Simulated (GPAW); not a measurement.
## A GW chain in GPAW: InSe (R3m)

Aim: the G0W0 gap of InSe (R3m) on LDA, step by step.

Calculated with GPAW 26.7.0; LDA and many-body steps on it, plane waves.

The database entry behind the starting cell differs from later determinations by our own check (c about 1.5 % long), so it need not match the best structure at ambient conditions.

**1. Starting point**

The structure is trigonal, space group R3m (No. 160). The conventional cell has a = 4.000 Å, b = 4.000 Å, c = 25.320 Å, α = 90.00°, β = 90.00°, γ = 120.00°. Nearest to In lie 3 Se at 2.64 Å and 1 In at 2.82 Å. In has 3 Se at 2.63 Å and 1 In at 2.82 Å nearest. Nearest to Se lie 3 In at 2.64 Å. Se has 3 In at 2.63 Å nearest. Farther neighbours and most contacts between anions are not listed.

The cell and positions come from the Crystallography Open Database and are kept as given unless a step says otherwise.

**2. Ground state**

This step: GPAW 26.7.0; DFT, LDA, plane waves, PAW.

The ground-state density comes first.

Input file run.py:

```python
import json
import numpy as np
from gpaw.mpi import world
from ase import Atoms
from gpaw import GPAW, PW, FermiDirac

atoms = Atoms(['In', 'In', 'Se', 'Se'],
    cell=[[2.0000000000, 1.1547005384, 8.4400000000],
      [-2.0000000000, 1.1547005384, 8.4400000000],
      [0.0000000000, -2.3094010768, 8.4400000000]],
    scaled_positions=[[0.0000000000, 0.0000000000, 0.0000000000],
      [0.1114000000, 0.1114000000, 0.1114000000],
      [0.6165000000, 0.6165000000, 0.6165000000],
      [0.8281000000, 0.8281000000, 0.8281000000]],
    pbc=(True, True, True))
calc = GPAW(mode=PW(450),
    xc='LDA',
    kpts={'size': (8, 8, 8), 'gamma': True},
    occupations=FermiDirac(0.001),
    nbands=-8,
    convergence={'density': 1e-6, 'bands': -3},
    maxiter=100,
    txt='gs.txt')
atoms.calc = calc
res = {'energy': atoms.get_potential_energy()}
kpts = calc.get_ibz_k_points()
res['kpts'] = kpts
res['eigenvalues'] = [calc.get_eigenvalues(kpt=k) for k in range(len(kpts))]
res['n_electrons'] = calc.get_number_of_electrons()
calc.write('gs.gpw')

if world.rank == 0:
    with open('result.json', 'w') as f:
        json.dump(res, f, default=lambda x: x.tolist())
```

Started as:

```bash
> mpirun -n 4 gpaw python run.py
```

Numbers of over 12 decimals in the logs are rounded to 6 here.

Log:

```text
__  _  _
 | _ |_)|_||  |
 |__||  | ||/\| - 26.7.0

Input parameters:
  mode=PW(ecut=450.000000),
  convergence={'density': 1e-06, 'bands': -3},
  kpts=MonkhorstPack(size=(8, 8, 8), gamma=True),
  maxiter=100,
  nbands=-8,
  occupations=Occupations(name='fermi-dirac', width=0.001, fixmagmom=False),
  xc=XC(name='LDA')
  [... matrices ...]
Diagonalizing LCAO Hamiltonian
Converting LCAO to pw mode

       Se

       Se

       In

       In

Atoms  # Å, Bohr magnetons
|   | symbol |        x |         y |         z |    initial magnetic moments |
| 0 |     In | 0.000000 |  0.000000 |  0.000000 | ( 0.0000,  0.0000,  0.0000) |
| 1 |     In | 0.000000 |  0.000000 |  2.820648 | ( 0.0000,  0.0000,  0.0000) |
| 2 |     Se | 0.000000 | -0.000000 | 15.609780 | ( 0.0000,  0.0000,  0.0000) |
| 3 |     Se | 0.000000 |  0.000000 | 20.967492 | ( 0.0000,  0.0000,  0.0000) |

Unit cell  # Å
| periodic |         x |         y |        z |  lengths |    angles |
|      yes |  2.000000 |  1.154701 | 8.440000 | 8.750253 | 26.425182 |
|      yes | -2.000000 |  1.154701 | 8.440000 | 8.750253 | 26.425182 |
|      yes |  0.000000 | -2.309401 | 8.440000 | 8.750253 | 26.425182 |

Number of symmetries: 6
Symmetry operations  # r_c * U_cc + t_c -> r_c
|   | kind |            matrix            |
| 0 |  E   |  1, 0, 0,  0, 1, 0,  0, 0, 1 |
| 1 |  σ   |  1, 0, 0,  0, 0, 1,  0, 1, 0 |
| 2 |  σ   |  0, 1, 0,  1, 0, 0,  0, 0, 1 |
| 3 |  C3  |  0, 1, 0,  0, 0, 1,  1, 0, 0 |
| 4 |  C3  |  0, 0, 1,  1, 0, 0,  0, 1, 0 |
| 5 |  σ   |  0, 0, 1,  0, 1, 0,  1, 0, 0 |

BZ-sampling:
  Number of BZ points: 512
  Number of IBZ points: 65

  Monkhorst-Pack size: [8, 8, 8]
  Monkhorst-Pack shift: [0.0625, 0.0625, 0.0625]

K-points  # in reciprocal-cell coordinates
|     |                                coordinates |     weight |
|   0 | (  0.00000000,   0.00000000,   0.00000000) | 0.00195312 |
|   1 | (  0.12500000,   0.00000000,  -0.12500000) | 0.01171875 |
|   2 | (  0.12500000,   0.00000000,   0.00000000) | 0.01171875 |
|   3 | (  0.12500000,   0.12500000,  -0.12500000) | 0.01171875 |
|   4 | (  0.12500000,   0.12500000,   0.00000000) | 0.01171875 |
|   5 | (  0.12500000,   0.12500000,   0.12500000) | 0.00390625 |
|   6 | (  0.25000000,  -0.12500000,  -0.12500000) | 0.01171875 |
|   7 | (  0.25000000,   0.00000000,  -0.25000000) | 0.01171875 |
|   8 | (  0.25000000,   0.00000000,  -0.12500000) | 0.02343750 |
|   9 | (  0.25000000,   0.00000000,   0.00000000) | 0.01171875 |
| ... |                                            |            |
|  64 | (  0.50000000,   0.50000000,   0.50000000) | 0.00195312 |

Plane wave coefficients: 2563
Cutoff: 450.000000 eV

Spin-components: 1 (collinear spins)
Bands:           27
Projectors:      22
Spin-degeneracy: 2
Datatype:        complex128

  Storage: CPU
  Wave functions: 70_059_600 bytes (17_514_900 per core)
  Projectors: 62_275_200 bytes (15_568_800 per core)
  [... matrices ...]
Parallelization:
  kpt:    4
  domain: 1
  band:   1

Density:
  Valence electrons: 38.0
  Components: 1
  Grid points: [45 45 45]
  Charge: 0.0  # |e|

Potential:
  Grid points: [45 45 45]

species:
  In:
    name:    Indium
    Z:       49.0
    valence: 13
    core:    36
    charge:  0.0  # [|e|]
    compensation charges:
      type: gauss
      rc: 0.36  # [Å]
      lmax: 2
    cutoffs:
      filter: 2.09  # [Å]
      core: 2.48  # [Å]
    projectors
    | kind |    occ | energy [eV] | rcut [Å] |
    |   5s |  2.000 |      -8.474 |    1.185 |
    |   5p |  1.000 |      -2.700 |    1.244 |
    |   4d | 10.000 |     -18.723 |    1.148 |
    |    s |        |      18.738 |    1.185 |
    |    p |        |      24.512 |    1.244 |
    |    d |        |       8.489 |    1.148 |

    Using partial waves for In as LCAO basis

  Se:
    name:    Selenium
    Z:       34.0
    valence: 6
    core:    28
    charge:  0.0  # [|e|]
    compensation charges:
      type: gauss
      rc: 0.27  # [Å]
      lmax: 2
    cutoffs:
      filter: 1.77  # [Å]
      core: 2.67  # [Å]
    projectors
    | kind |    occ | energy [eV] | rcut [Å] |
    |   4s |  2.000 |     -17.472 |    0.847 |
    |   4p |  4.000 |      -6.656 |    1.005 |
    |    s |        |       9.739 |    0.847 |
    |    p |        |      20.555 |    1.005 |
    |    d |        |       0.000 |    0.847 |

    Using partial waves for Se as LCAO basis

Reference energy: -451702.928124  # eV

eigensolver:
  PPCG
  Converge bands: -3
  niter=2

density mixing:
  MSR1-Mixer
  Pratt-step length: 0.05
  Maximum mixing coefficient: 0.75
  Old densities: 10
  SVD Regularization: 0.005
  Good broyden scale: 1.0
  Trust region scale: 1.0
  Backstep threshold: 4.0
  History deletion threshold: 6.0
  Fourier metric: weight=20.0, sigma=0.015

occupation numbers:
  Fermi-Dirac:
    width: 0.0010  # eV

poisson solver:
  ecut: 3600.000000  # eV

xc functional:
  name: None

Initialization done in: 3.870 s

convergence criteria:
- Maximum integral of absolute [dens]ity change: 1e-06 electrons / valence electron
- Maximum [total energy] change in last 3 cyles: 0.0005 eV / valence electron
- Maximum integral of absolute [eigenst]ate change: 4e-08 eV^2 / valence electron
maximum number of iterations: 100

SCF iterations
|iter     |     time |      energy | eigst |  dens |
|iter:   1|  |  -17.403235 | +0.44 |       |
|iter:   2|  |  -17.315476 | -1.22 | -1.25 |
|iter:   3|  |  -17.046893 | -1.78 | -1.30 |
|iter:   4|  |  -17.005302 | -1.94 | -1.69 |
|iter:   5|  |  -17.004097 | -3.16 | -2.22 |
|iter:   6|  |  -17.003093c| -3.52 | -2.55 |
|iter:   7|  |  -17.003102c| -5.20 | -3.27 |
|iter:   8|  |  -17.003103c| -6.49 | -3.93 |
|iter:   9|  |  -17.003103c| -7.22 | -4.56 |
|iter:  10|  |  -17.003103c| -7.51c| -4.85 |
|iter:  11|  |  -17.003103c| -7.90c| -5.46 |
|iter:  12|  |  -17.003103c| -8.43c| -5.96 |
|iter:  13|  |  -17.003103c| -8.84c| -6.32c|

Converged in 13 steps
SCF loop duration: 51.487 s (3.961 s/step)
Energy contributions relative to reference atoms: (reference = -451702.928124)
  [... matrices ...]
Energy contributions:
  Kinetic:          38.389257
  Coulomb:         -36.607061
  Zero:              0.304783
  External:          0.000000
  Xc:              -19.090082
  Entropy:          -0.000000
  Spinorbit:         0.000000
  ----------------------------
  Free energy:     -17.003103
  Extrapolated:    -17.003103

dipole moment: (-0.000000, -0.000000, -103.036749)  # |e|*Ang

Fermi level: 4.403
Eigenvalues  # (at kpt = [0.000, 0.000, 0.000])
| band index |      eig [eV] | occ [0-2] |
|          0 |       -10.241 |     2.000 |
|        ... |               |           |
|         11 |        -8.809 |     2.000 |
|         12 |        -1.978 |     2.000 |
|         13 |         0.871 |     2.000 |
|         14 |         2.806 |     2.000 |
|         15 |         3.079 |     2.000 |
|         16 |         3.079 |     2.000 |
|         17 |         3.171 |     2.000 |
|         18 |         3.171 |     2.000 |
|         19 |         5.930 |     0.000 |
|         20 |         6.288 |     0.000 |
|         21 |         8.682 |     0.000 |
|         22 |         8.682 |     0.000 |
|         23 |         9.448 |     0.000 |
|         24 |         9.757 |     0.000 |
|         25 |         9.757 |     0.000 |
|         26 |        11.779 |     0.000 |

Gap: 0.209 eV
Transition (v -> c):
  (s=0, k=64, n=18, [0.50, 0.50, 0.50]) -> (s=0, k=64, n=19, [0.50, 0.50, 0.50])
No difference between direct/indirect transitions
# Writing to gs.gpw (mode='')
  [... matrices ...]
```

Run time: 57 s. Hardware: 4 MPI ranks of Intel Xeon Platinum 8488C (Sapphire Rapids), shared host; peak memory 1.2 GiB; 3.8 min of CPU time.

Numbers from this step:

```yaml
total_energy: -17.00 eV
gap: 0.2086 eV
k_of_the_valence_top: 0.5, 0.5, 0.5
k_of_the_conduction_bottom: 0.5, 0.5, 0.5
least_direct_gap: 0.2086 eV
```

The gap is direct, at (0.500, 0.500, 0.500).

**3. Empty states on the mesh, 4×4×4 mesh, 200 bands**

The sums over transitions need many empty states on a uniform mesh; this step solves for them.

Input file run.py:

```python
import json
import numpy as np
from gpaw.mpi import world
from gpaw import GPAW

calc = GPAW('gs.gpw').fixed_density(kpts={'size': (4, 4, 4), 'gamma': True},
    parallel={'domain': 1, 'band': 1},
    txt='nscf.txt')
calc.diagonalize_full_hamiltonian(nbands=200)
calc.write('full.gpw', mode='all')
res = {}
kpts = calc.get_ibz_k_points()
res['kpts'] = kpts
res['eigenvalues'] = [calc.get_eigenvalues(kpt=k) for k in range(len(kpts))]
res['n_electrons'] = calc.get_number_of_electrons()

if world.rank == 0:
    with open('result.json', 'w') as f:
        json.dump(res, f, default=lambda x: x.tolist())
```

Started as:

```bash
> mpirun -n 4 gpaw python run.py
```

Log:

```text
Diagonalizing LCAO Hamiltonian
Converting LCAO to pw mode
convergence criteria:
- Maximum integral of absolute [eigenst]ate change: 4e-08 eV^2 / valence electron
maximum number of iterations: 100

SCF iterations
|iter     |     time |      energy | eigst |  dens |
|iter:   1|  |             | +0.39 |       |
|iter:   2|  |             | -1.35 |       |
|iter:   3|  |             | -2.48 |       |
|iter:   4|  |             | -3.54 |       |
|iter:   5|  |             | -4.47 |       |
|iter:   6|  |             | -5.53 |       |
|iter:   7|  |             | -6.50 |       |
|iter:   8|  |             | -7.41c|       |
SCF steps: 8
  __  _  _
 | _ |_)|_||  |
 |__||  | ||/\| - 26.7.0

Input parameters:
  mode=PW(ecut=450.000000),
  convergence={'density': 1e-06, 'bands': -3},
  gpts=array([45, 45, 45]),
  kpts=MonkhorstPack(size=(4, 4, 4), gamma=True),
  maxiter=100,
  nbands=27,
  occupations=Occupations(name='fermi-dirac', width=0.001, fixmagmom=False),
  parallel={'domain': 1, 'band': 1},
  xc=XC(name='LDA')
Matrix size: 2563x2563
# Writing to full.gpw (mode='all')
  [... matrices ...]

timing:  # [seconds]
  Total: 48.811  # ━━━━━━━━━━━━━━━━━━━━━━━━━━━━━━━━━━━━━━━━━━━━━━━━━━━━━━━━━━
```

Elapsed: 61 s, on 4 MPI ranks; peak memory 3.1 GiB; 4 min of CPU time.

This step gave:

```
gap                                                           : 0.2086 eV
k of the valence top                                          : 0.5, 0.5, 0.5
k of the conduction bottom                                    : 0.5, 0.5, 0.5
least direct gap                                              : 0.2086 eV
k points computed                                             : 13
lowest point of the top converged band, above the valence top : 68.9945 eV
```

On this mesh the gap is 0.209 eV.

**4. Screening and self-energy, 4×4×4 mesh, 190 bands, screening to 80 eV**

Now the one-shot GW correction: screening in the RPA, then the self-energy of the levels asked for.

This step: G0W0 on LDA, plane waves, PAW.

Input file run.py:

```python
import json
import numpy as np
from gpaw.mpi import world
from gpaw.response.g0w0 import G0W0

gw = G0W0('full.gpw',
    filename='gw',
    kpts=[0, 12],
    bands=(17, 21),
    ecut=80,
    nbands=190,
    integrate_gamma='WS',
    ppa=True)
gw.calculate()
res = {mode: {k: v for k, v in r.items() if k != 'sigma_eskwn'}
       for mode, r in gw.all_results.items()}

if world.rank == 0:
    with open('result.json', 'w') as f:
        json.dump(res, f, default=lambda x: x.tolist())
```

Started as:

```bash
> mpirun -n 4 gpaw python run.py
```

Log:

```text
Using integrator: PointIntegrator
FrequencyGridDescriptor(from 0.000+0.000j to 0.000+27.211j eV, 2 points)
Nonperiodic BCs:  [False False False]
Using integrator: PointIntegrator
FrequencyGridDescriptor(from 0.000+0.000j to 0.000+27.211j eV, 2 points)
Nonperiodic BCs:  [False False False]
  ___  _ _ _
 |   || | | |
 | | || | | |
 |__ ||_____|
 |___|

BZ k-points: Symmetries present (total): 6

  [... matrices ...]
64 k-points: 4 x 4 x 4 Monkhorst-Pack grid + [1/8,1/8,1/8]
13 k-points in the irreducible part of the Brillouin zone
       k-points in crystal coordinates                weights
   0:     0.00000000    0.00000000    0.00000000          1/64
   1:     0.25000000    0.00000000   -0.25000000          6/64
   2:     0.25000000    0.00000000    0.00000000          6/64
   3:     0.25000000    0.25000000   -0.25000000          6/64
   4:     0.25000000    0.25000000    0.00000000          6/64
   5:     0.25000000    0.25000000    0.25000000          2/64
   6:     0.50000000    0.00000000    0.00000000          3/64
   7:     0.50000000    0.25000000   -0.25000000          6/64
   8:     0.50000000    0.25000000    0.00000000         12/64
   9:     0.50000000    0.25000000    0.25000000          6/64
          ...
  12:     0.50000000    0.50000000    0.50000000          1/64

Distributing spins, k-points and bands (1 x 2 x 4) over 4 processes
Number of blocks: 1

Quasi particle states:
k-points (IBZ indices): [0, 12]
Band range: (17, 21)
  [... matrices ...]
Computational parameters:
Plane wave cut-off: 80 eV
Number of bands: 190
Coulomb cutoff: None
Broadening: 0.1 eV

fxc modes: GW
Kernel: RPA
Using Godby-Needs plasmon-pole approximation:
  Fitting energy: i*E0, E0 = 1.000 Hartree
Summing all q:

Calculating screened Coulomb potential
No Coulomb truncation
FrequencyGridDescriptor(from 0.000+0.000j to 0.000+27.211j eV, 2 points)
Removing empty qpoint cache files...

Calculating chi0 body with:
    Ground state adapter containing:
    Number of spins: 1
    Number of kpoints: 64
    Number of irreducible kpoints: 13
    Number of completely occupied states: 19
    Number of partially occupied states: 19
    Occupied states memory: 26.418686 M / cpu

    Linear response parametrization:
    q_c: [0.0, 0.0, 0.0]
    Number of frequency points: 2
    Planewave cutoff: 80.0
    Number of bands: 190
    Number of planewaves: 181
    Broadening (eta): 1e-06
    comm.size: 4
    kncomm.size: 4
    blockcomm.size: 1

    Memory estimate of potentially large arrays:
        chi0_wGG: 0.999786 M / cpu
Integrating chi0 body.

Symmetries of q_c:
    Direct symmetries (Uq -> q): 6
    Indirect symmetries (TUq -> q): 6
In total 12 allowed symmetries.

  [... matrices ...]
13 groups of equivalent kpoints. 79.6875% reduction.

Integral kind: response function
Integrating chi0 head and wings.

Symmetries of q_c:
    Direct symmetries (Uq -> q): 6
    Indirect symmetries (TUq -> q): 6
In total 12 allowed symmetries.

  [... matrices ...]
13 groups of equivalent kpoints. 79.6875% reduction.

Integral kind: response function wings

Calculating chi0 body with:
    Ground state adapter containing:
    Number of spins: 1
    Number of kpoints: 64
    Number of irreducible kpoints: 13
    Number of completely occupied states: 19
    Number of partially occupied states: 19
    Occupied states memory: 26.418686 M / cpu

[... the further q-points ...]

Results:
f:      Occupation numbers
eps:     KS-eigenvalues [eV]
vxc:     KS vxc [eV]
exx:     Exact exchange [eV]
sigma:   Self-energies [eV]
dsigma:  Self-energy derivatives
Z:       Renormalization factors
qp:      QP-energies [eV]

k-point 0 (0): (0.000, 0.000, 0.000)                GW
band       f     eps     vxc     exx   sigma  dsigma       Z      qp
                                                                   GW
  17   1.000   3.171 -16.024 -18.109   1.921  -0.282   0.780   3.043
  18   1.000   3.171 -16.024 -18.109   1.921  -0.282   0.780   3.043
  19   0.000   5.930 -15.071 -10.908  -3.152  -0.264   0.791   6.730
  20   0.000   6.288 -13.036  -8.560  -3.561  -0.242   0.805   7.024

k-point 1 (12): (0.500, 0.500, 0.500)                GW
band       f     eps     vxc     exx   sigma  dsigma       Z      qp
                                                                   GW
  17   1.000   3.248 -16.203 -18.265   1.913  -0.282   0.780   3.132
  18   1.000   4.385 -15.106 -16.151   0.980  -0.272   0.786   4.334
  19   0.000   4.594 -14.250 -10.544  -2.736  -0.249   0.801   5.370
  20   0.000   6.358 -12.980  -8.353  -3.684  -0.245   0.803   7.115
```

The job ended after 9.1 min (4 MPI ranks; peak memory 3.3 GiB).

This step gave:

```yaml
g0w0_gap_on_the_points_computed: 1.036 eV
least_direct_g0w0_gap_on_the_computed_points: 1.036 eV
z_at_the_valence_top: 0.7859
z_at_the_conduction_bottom: 0.8007
starting_gap_on_the_mesh: 0.2086 eV
k_of_the_valence_top: 0.5, 0.5, 0.5
k_of_the_conduction_bottom: 0.5, 0.5, 0.5
```

The gap on the mesh goes from 0.21 eV to 1.04 eV, a correction of +0.83 eV.

Limits: finite bands, cutoff and mesh; no spin-orbit coupling. v1 is the top filled band, c1 the lowest empty one. The levels before and after the correction (eV, zero at the valence-band top of each column):

|  | conduction bottom | valence top |
| --- | --- | --- |
| Kohn-Sham | 0.21 | 0.00 |
| G0W0 | 1.04 | 0.00 |

|  | level | energy (eV) |
| --- | --- | --- |
| Kohn-Sham | (0.5 0.5 0.5) v2 | -1.137 |
| Kohn-Sham | (0.5 0.5 0.5) v1 | 0.000 |
| Kohn-Sham | (0.5 0.5 0.5) c1 | 0.209 |
| Kohn-Sham | (0.5 0.5 0.5) c2 | 1.973 |
| G0W0 | (0.5 0.5 0.5) v2 | -1.202 |
| G0W0 | (0.5 0.5 0.5) v1 | 0.000 |
| G0W0 | (0.5 0.5 0.5) c1 | 1.036 |
| G0W0 | (0.5 0.5 0.5) c2 | 2.781 |

**5. Where the time went**

Times are wall times on 4 MPI ranks of Intel Xeon Platinum 8488C (Sapphire Rapids), shared host, good to a factor of about two.

| step | time | share | memory (GiB) |
| --- | --- | --- | --- |
| ground state | 57 s | 9 % | 1.2 |
| empty states on the mesh | 61 s | 9 % | 3.1 |
| screening and self-energy | 9.1 min | 82 % | 3.3 |

**6. What came out**

| Property | Result |
| --- | --- |
| LDA gap | 0.21 eV, direct |
| G0W0 gap on the mesh | 1.04 eV |
| GW settings | 4×4×4 mesh, 190 bands, screening to 80 eV, Godby-Needs plasmon pole |
| known limits | not at the basis limit; no spin-orbit coupling |

G0W0 moves the gap on the mesh from 0.21 eV to 1.04 eV (+0.83 eV), with Z of 0.79 and 0.80 at the edges. Only 2 of the mesh's irreducible points were corrected, so a valley elsewhere could overtake. The dearest step here is «screening and self-energy». Bands and cutoff are finite, so the gap is not at the basis limit. The miss can reach some tenths of an eV and take either sign; the mesh is an error of its own. These stock PAW sets were not made for GW; the filled d or f shell of Se lies in the frozen core, which bears on start and correction. In the G0W0 run levels were corrected at 2 k points alone, so a gap called «on the mesh» is the least over those, and an edge elsewhere would be missed. The many-body steps are scalar-relativistic: spin-orbit coupling is not in them.

[Paths, hosts, dates, memory and timing lines, banners, echoed tables and standing remarks are left out of the program output.]

[Logs are printed without paths, hosts, clocks, repeated set-up lines and the standing remarks that a program may print on its own settings, such as how far it seeks lower states.]

[Runs of the session that timed out or met a known fault of the program may be left out.]

[Hosts, paths, dates, database ids (printed as entryN), source tags and the programs' standing remarks are cut or masked in the printed files.]
